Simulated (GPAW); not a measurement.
# 1T-VClI monolayer: simulated STM images

Aim: Tersoff-Hamann images of 1T-VClI monolayer at several biases.

Main program and level: GPAW 26.7.0; GPAW, PAW setups; layer in a repeated cell with vacuum, relaxation of atoms and in-plane cell, in the first sound run; inputs show where later runs differ.

## 1. Set-up

The cell holds 3 atoms: 1 I, 1 V and 1 Cl. Cell: a = 3.783 Å, b = 3.783 Å, c = 21.056 Å, α = 90.0°, β = 90.0°, γ = 120.0°. Vacuum lies along c.

Coordinates:

```
I V Cl
1.0
     3.78257    0.00000    0.00000
    -1.89128    3.27580    0.00000
     0.00000    0.00000   21.05560
I V Cl
1 1 1
Direct
  0.66667 0.33333 0.42744
  0.00000 0.00000 0.51540
  0.33333 0.66667 0.57256
```

## 2. Relaxing the atoms

Forces are removed first; all later runs use this geometry.

The input, run.py:

```python
import json
import numpy as np
from ase import Atoms
from ase.filters import FrechetCellFilter
from ase.optimize import BFGS
from gpaw import GPAW, PW

slab = Atoms(
    ['I', 'V', 'Cl'],
    positions=[
        [1.89128, 1.09193, 9.00000],
        [0.00000, 0.00000, 10.85212],
        [-0.00000, 2.18387, 12.05557]],
    cell=[[3.78257, 0.0, 0.0], [-1.89128, 3.2758, 0.0], [0.0, 0.0, 21.0556]],
    pbc=[True, True, True],
    magmoms=[0.0, 1.0, 0.0])

slab.calc = GPAW(mode=PW(600), xc='PBE', kpts={'size': (9, 9, 1), 'gamma': True},
                 occupations={'name': 'fermi-dirac', 'width': 0.05}, nbands='160%',
                 convergence={'density': 1e-05}, maxiter=200,
                 symmetry={'tolerance': 1e-3}, txt='slab.txt')
result = {}
# The in-plane cell is free; stress needs a cell that repeats along all three vectors
path = []
opt = BFGS(FrechetCellFilter(slab, mask=[1, 1, 0, 0, 0, 1]), maxstep=0.2)
opt.attach(lambda: path.append((slab.get_potential_energy(), slab.positions.tolist(), slab.get_forces().tolist())))
result['relaxed'] = bool(opt.run(fmax=0.02, steps=45))
result['path'] = path
result['cell'] = slab.cell.tolist()
print('in-plane lattice', slab.cell.cellpar().round(4)[[0, 1, 5]])
energy = slab.get_potential_energy()
fermi = slab.calc.get_fermi_level()
v = slab.calc.get_electrostatic_potential().mean((0, 1)) - fermi
n = slab.calc.get_pseudo_density().mean((0, 1))
L = slab.cell[2, 2]
z = np.arange(len(v)) * L / len(v)
low, high = slab.positions[:, 2].min(), slab.positions[:, 2].max()
below, above = np.interp([low - 6.8, high + 6.8], z, v)
slopes = [np.interp(x, z, np.gradient(v, z)) for x in (low - 6.8, high + 6.8)]
eps = np.array([[slab.calc.get_eigenvalues(k, s) for k in range(len(slab.calc.get_ibz_k_points()))]
                for s in range(slab.calc.get_number_of_spins())]) - fermi
top, bottom = eps[eps < 0].max(), eps[eps > 0].min()
dipole = slab.get_dipole_moment()[2]
print(f'energy {energy:.4f} eV, Fermi level {fermi:.4f} eV, dipole {dipole:.5f} e A')
print(f'potential 6.8 A off the faces, from the Fermi level: lower {below:.4f} eV, upper {above:.4f} eV')
print(f'slope of the potential there: lower {slopes[0]:.5f}, upper {slopes[1]:.5f} eV/A')
print(f'nearest levels on the mesh: {top:.4f} and {bottom:.4f} eV')
print('magnetic moment', round(slab.get_magnetic_moment(), 3))
result.update(energy=energy, fermi=fermi, dipole=dipole, below=below, above=above, slopes=slopes, edges=[top, bottom],
              z=z.tolist(), v=v.tolist(), n=n.tolist(), positions=slab.positions.tolist(),
              forces=slab.get_forces(apply_constraint=False).tolist(), moments=slab.get_magnetic_moments().tolist())
json.dump(result, open('result.json', 'w'))
```

On the command line:

```sh
$ OMP_NUM_THREADS=1 OPENBLAS_NUM_THREADS=1 python run.py
```

Log:

```text
Step          Energy          fmax
BFGS:    0      -14.053631        0.636169
BFGS:    1      -14.064906        0.536842
BFGS:    2      -14.104040        0.201328
BFGS:    3      -14.106223        0.223622
BFGS:    4      -14.112427        0.235563
BFGS:    5      -14.118160        0.194272
BFGS:    6      -14.121933        0.090079
BFGS:    7      -14.122757        0.037115
BFGS:    8      -14.122841        0.030320
BFGS:    9      -14.122863        0.026761
BFGS:   10      -14.122899        0.014076
in-plane lattice [  3.8998   3.8998 120.    ]
energy -14.1229 eV, Fermi level -1.1908 eV, dipole -0.05290 e A
potential 6.8 A off the faces, from the Fermi level: lower 3.8849 eV, upper 4.0422 eV
slope of the potential there: lower -0.03462, upper -0.03458 eV/A
nearest levels on the mesh: -0.5955 and 0.5669 eV
magnetic moment 3.0
```

The job ended after 9.1 min (1 thread of AMD EPYC 9R14 (Zen 4), shared host; peak memory 0.57 GiB).

Numbers from this step:

- dipole along the normal: -0.05290 e·Å
- levels nearest the Fermi level on the mesh: -0.5955, 0.5669 eV from the Fermi level
- site moments: -0.03817, 2.534, -0.006871 μB
- sum of the site moments: 2.489 μB

The electrostatic potential energy of an electron (without an applied field's), less the Fermi level, planar mean by z:

| z (Å) | electrostatic potential energy of an electron (without an applied field's), less the Fermi level, planar mean (eV) |
| --- | --- |
| 0 | 3.96 |
| 1 | 3.93 |
| 2 | 3.90 |
| 3 | 3.86 |
| 4 | 3.83 |
| 5 | 3.79 |
| 6 | 3.75 |
| 7 | 3.61 |
| 8 | 1.44 |
| 9 | -17.4 |
| 10 | -4.15 |
| 11 | -8.57 |
| 12 | -13.1 |
| 13 | 2.91 |
| 14 | 4.16 |
| 15 | 4.17 |
| 16 | 4.14 |
| 17 | 4.10 |
| 18 | 4.07 |
| 19 | 4.04 |
| 20 | 4.00 |

The pseudo valence density, planar mean by z:

```csv
z (Å),"pseudo valence density, planar mean (e/Å³)"
5,1.5e-5
6,2.9e-4
7,0.00567
8,0.104
9,0.171
10,0.291
11,0.940
12,0.366
13,0.0827
14,0.00294
15,1.1e-4
```

Site moment by atom:

```
atom  site moment (μB)
  I1             -0.04
  V2              2.53
 Cl3             -0.01
```

The relaxation lowered the energy of the cell by 0.0693 eV (energies extrapolated to zero smearing; the optimiser's log prints free energies). The largest force left on a free atom is 0.014 eV/Å.

## 3. Plane waves, PBE

With the geometry fixed, the planar mean of the potential gives the vacuum level on each side.

This step: GPAW, PAW setups; slab in vacuum (GPAW 26.7.0).

The cell differs from the one that the last finished run ended in (c 21.056 → 20.908 Å).

The input, run.py:

```python
import json
import numpy as np
from ase import Atoms
from ase.dft.stm import STM
from gpaw import GPAW, PW

slab = Atoms(
    ['I', 'V', 'Cl'],
    positions=[
        [1.94992, 1.12578, 9.00000],
        [-0.00000, 0.00000, 10.68191],
        [-0.00000, 2.25158, 11.90836]],
    cell=[[3.89984, -0.0, 0.0], [-1.94992, 3.37736, 0.0], [0.0, 0.0, 20.9084]],
    pbc=[True, True, False],
    magmoms=[0.0, 1.0, 0.0])

slab.calc = GPAW(mode=PW(400), xc='PBE', kpts={'size': (9, 9, 1), 'gamma': True},
                 occupations={'name': 'fermi-dirac', 'width': 0.05}, nbands='160%',
                 convergence={'density': 1e-05}, maxiter=200,
                 poissonsolver={'dipolelayer': 'xy'},
                 symmetry={'tolerance': 1e-3}, txt='slab.txt')
result = {}
energy = slab.get_potential_energy()
fermi = slab.calc.get_fermi_level()
v = slab.calc.get_electrostatic_potential().mean((0, 1)) - fermi
n = slab.calc.get_pseudo_density().mean((0, 1))
L = slab.cell[2, 2]
z = np.arange(len(v)) * L / len(v)
low, high = slab.positions[:, 2].min(), slab.positions[:, 2].max()
below, above = np.interp([low - 6.8, high + 6.8], z, v)
slopes = [np.interp(x, z, np.gradient(v, z)) for x in (low - 6.8, high + 6.8)]
eps = np.array([[slab.calc.get_eigenvalues(k, s) for k in range(len(slab.calc.get_ibz_k_points()))]
                for s in range(slab.calc.get_number_of_spins())]) - fermi
top, bottom = eps[eps < 0].max(), eps[eps > 0].min()
dipole = slab.get_dipole_moment()[2]
print(f'energy {energy:.4f} eV, Fermi level {fermi:.4f} eV, dipole {dipole:.5f} e A')
print(f'potential 6.8 A off the faces, from the Fermi level: lower {below:.4f} eV, upper {above:.4f} eV')
print(f'slope of the potential there: lower {slopes[0]:.5f}, upper {slopes[1]:.5f} eV/A')
print(f'nearest levels on the mesh: {top:.4f} and {bottom:.4f} eV')
print('magnetic moment', round(slab.get_magnetic_moment(), 3))
result.update(energy=energy, fermi=fermi, dipole=dipole, below=below, above=above, slopes=slopes, edges=[top, bottom],
              z=z.tolist(), v=v.tolist(), n=n.tolist(), positions=slab.positions.tolist(),
              forces=slab.get_forces(apply_constraint=False).tolist(), moments=slab.get_magnetic_moments().tolist())

# Images need the states of the whole zone, up to time reversal
slab.calc = slab.calc.fixed_density(symmetry={'point_group': False}, txt='states.txt', nbands='220%',
                                    convergence={'bands': 'CBM+0.8'})
stm = STM(slab)
result['stm'] = []
for bias in [-0.5, 0.5]:
    height = high + 4.0
    current = stm.get_averaged_current(bias, height)
    x, y, h = stm.scan(bias, current)
    i, f = divmod(height / L * stm.ldos.shape[2], 1)
    I = abs((1 - f) * stm.ldos[:, :, int(i)] + f * stm.ldos[:, :, int(i) + 1])
    print(f'bias {bias} V: mean current at 4.0 A {current:.4e}, corrugation {np.ptp(h):.4f} A')
    result['stm'].append(dict(bias=bias, current=current, h=(h - high).tolist(), I=I.tolist()))
json.dump(result, open('result.json', 'w'))
```

Log:

```text
energy -14.0717 eV, Fermi level -1.1762 eV, dipole -0.04145 e A
potential 6.8 A off the faces, from the Fermi level: lower 3.6853 eV, upper 4.2561 eV
slope of the potential there: lower -0.00004, upper 0.00002 eV/A
nearest levels on the mesh: -0.5946 and 0.5661 eV
magnetic moment 3.0
bias -0.5 V: mean current at 4.0 A 0.0000e+00, corrugation 0.0000 A
bias 0.5 V: mean current at 4.0 A 0.0000e+00, corrugation 0.0000 A
```

The job ended after 2.2 min (1 thread; peak memory 0.56 GiB).

Numbers from this step:

* dipole along the normal: -0.04145 e·Å
* levels nearest the Fermi level on the mesh: -0.5946, 0.5661 eV from the Fermi level
* upper work function: 4.256 eV
* lower work function: 3.685 eV
* site moments: -0.03806, 2.532, -0.006922 μB
* upper ionisation energy: 4.851 eV
* sum of the site moments: 2.487 μB

Table of electrostatic potential energy of an electron (without an applied field's), less the Fermi level, planar mean by z:

| z (Å) | electrostatic potential energy of an electron (without an applied field's), less the Fermi level, planar mean (eV) |
| --- | --- |
| 0 | 3.97 |
| 1 | 3.69 |
| 2 | 3.69 |
| 3 | 3.69 |
| 4 | 3.69 |
| 5 | 3.68 |
| 6 | 3.68 |
| 7 | 3.52 |
| 8 | 0.630 |
| 9 | -18.1 |
| 10 | -4.20 |
| 11 | -7.64 |
| 12 | -12.0 |
| 13 | 3.32 |
| 14 | 4.22 |
| 15 | 4.25 |
| 16 | 4.26 |
| 17 | 4.26 |
| 18 | 4.26 |
| 19 | 4.26 |
| 20 | 4.26 |

Pseudo valence density, planar mean against z:

```
z (Å)  pseudo valence density, planar mean (e/Å³)
    5                                      2.2e-5
    6                                      4.1e-4
    7                                     0.00796
    8                                       0.136
    9                                       0.157
   10                                       0.303
   11                                       0.761
   12                                       0.357
   13                                      0.0588
   14                                     0.00211
   15                                      7.9e-5
```

The layer is gapped, so the Fermi level lies somewhere inside the gap, set by smearing and numerics, and these work functions are no property of the material; the band edges below the vacuum level are. The potential is flat to 3.9e-5 eV/Å where it is read, so the vacuum is wide enough. At -0.5 and 0.5 V the search found no usable constant-current contour near the set height, since the window lies inside the gap and carries no current, so the printed corrugation is no image; it is left out.

## 4. A changed run

One more run, with changed settings.

run.py, as its differences from that of step 3:

```diff
@@ -3,3 +3,2 @@
 from ase import Atoms
-from ase.dft.stm import STM
 from gpaw import GPAW, PW
@@ -17,4 +16,4 @@
 slab.calc = GPAW(mode=PW(400), xc='PBE', kpts={'size': (9, 9, 1), 'gamma': True},
-                 occupations={'name': 'fermi-dirac', 'width': 0.05}, nbands='160%',
-                 convergence={'density': 1e-05}, maxiter=200,
+                 occupations={'name': 'fermi-dirac', 'width': 2.0}, nbands='160%',
+                 convergence={'density': 1e-05}, maxiter=50,
                  poissonsolver={'dipolelayer': 'xy'},
@@ -43,16 +42,2 @@
               forces=slab.get_forces(apply_constraint=False).tolist(), moments=slab.get_magnetic_moments().tolist())
-
-# Images need the states of the whole zone, up to time reversal
-slab.calc = slab.calc.fixed_density(symmetry={'point_group': False}, txt='states.txt', nbands='220%',
-                                    convergence={'bands': 'CBM+0.8'})
-stm = STM(slab)
-result['stm'] = []
-for bias in [-0.5, 0.5]:
-    height = high + 4.0
-    current = stm.get_averaged_current(bias, height)
-    x, y, h = stm.scan(bias, current)
-    i, f = divmod(height / L * stm.ldos.shape[2], 1)
-    I = abs((1 - f) * stm.ldos[:, :, int(i)] + f * stm.ldos[:, :, int(i) + 1])
-    print(f'bias {bias} V: mean current at 4.0 A {current:.4e}, corrugation {np.ptp(h):.4f} A')
-    result['stm'].append(dict(bias=bias, current=current, h=(h - high).tolist(), I=I.tolist()))
 json.dump(result, open('result.json', 'w'))
```

Log:

```text
energy -14.9248 eV, Fermi level -3.1925 eV, dipole 0.00776 e A
potential 6.8 A off the faces, from the Fermi level: lower 7.1000 eV, upper 7.0273 eV
slope of the potential there: lower -0.10115, upper 0.05745 eV/A
nearest levels on the mesh: -2.5698 and 0.1998 eV
magnetic moment -0.0
```

Wall time 88 s (1 thread); peak memory 0.27 GiB.

The run finished. A setting was moved off its sound value on purpose, so it serves as a test and not as the result.

The fault put into the input: a smearing of electronvolts (width = 2.0).

The two runs compared:

```
                     quantity   this run  sound run  difference
dipole along the normal (e·Å)  0.0077619  -0.041451      0.0492
 sum of the site moments (μB)   1.626e-6     2.4868       -2.49
```

The two runs differ clearly in the sum of the site moments: 1.6e-6 μB against 2.49 μB.

## 5. Results

```yaml
work_function_upper_and_lower_face_fermi_level_placed_in_the_gap_by_the_smearing: 4.256 and 3.685 eV
ionisation_energy_from_the_upper_face_highest_filled_level_on_the_mesh: 4.85 eV
electron_affinity_from_the_upper_face_lowest_empty_kohn_sham_level_on_the_mesh: 3.69 eV
dipole_along_the_normal: -0.0415 e Å
```

What this shows: With plane waves and PBE the ionisation energy from the upper face is 4.85 eV and the Kohn-Sham electron affinity 3.69 eV. The two faces differ by 0.57 eV, the step that the slab's dipole makes (e p/(ε0 A) gives 0.57 eV), so the dipole layer is needed. The levels nearest the Fermi level on the mesh lie 1.16 eV apart, so the slab is gapped there: the smearing puts the Fermi level inside the gap, and from either face the ionisation energy is the work function plus 0.59 eV. Both are Kohn-Sham levels on the mesh, and semilocal gaps are too small, so the affinity tends to come out too large and the ionisation energy too small. The starting lattice was a guess from atomic radii; the relaxation moved it by 3 %. With elements this heavy, spin-orbit coupling can move band edges by tenths of an eV. The relaxation of atoms and cell ran in a fully periodic cell without the dipole layer, so the atoms of this polar layer felt a small spurious field. One magnetic start was tried; another order may lie lower. The layer's cell and atoms come from the relaxation; spin-orbit coupling and temperature are left out.

[Logs are printed without paths, hosts, clocks, repeated set-up lines and the standing remarks that a program may print on its own settings, such as how far it seeks lower states.]

[Hosts, paths, dates, database ids (printed as entryN), source tags and the programs' standing remarks are cut or masked in the printed files.]
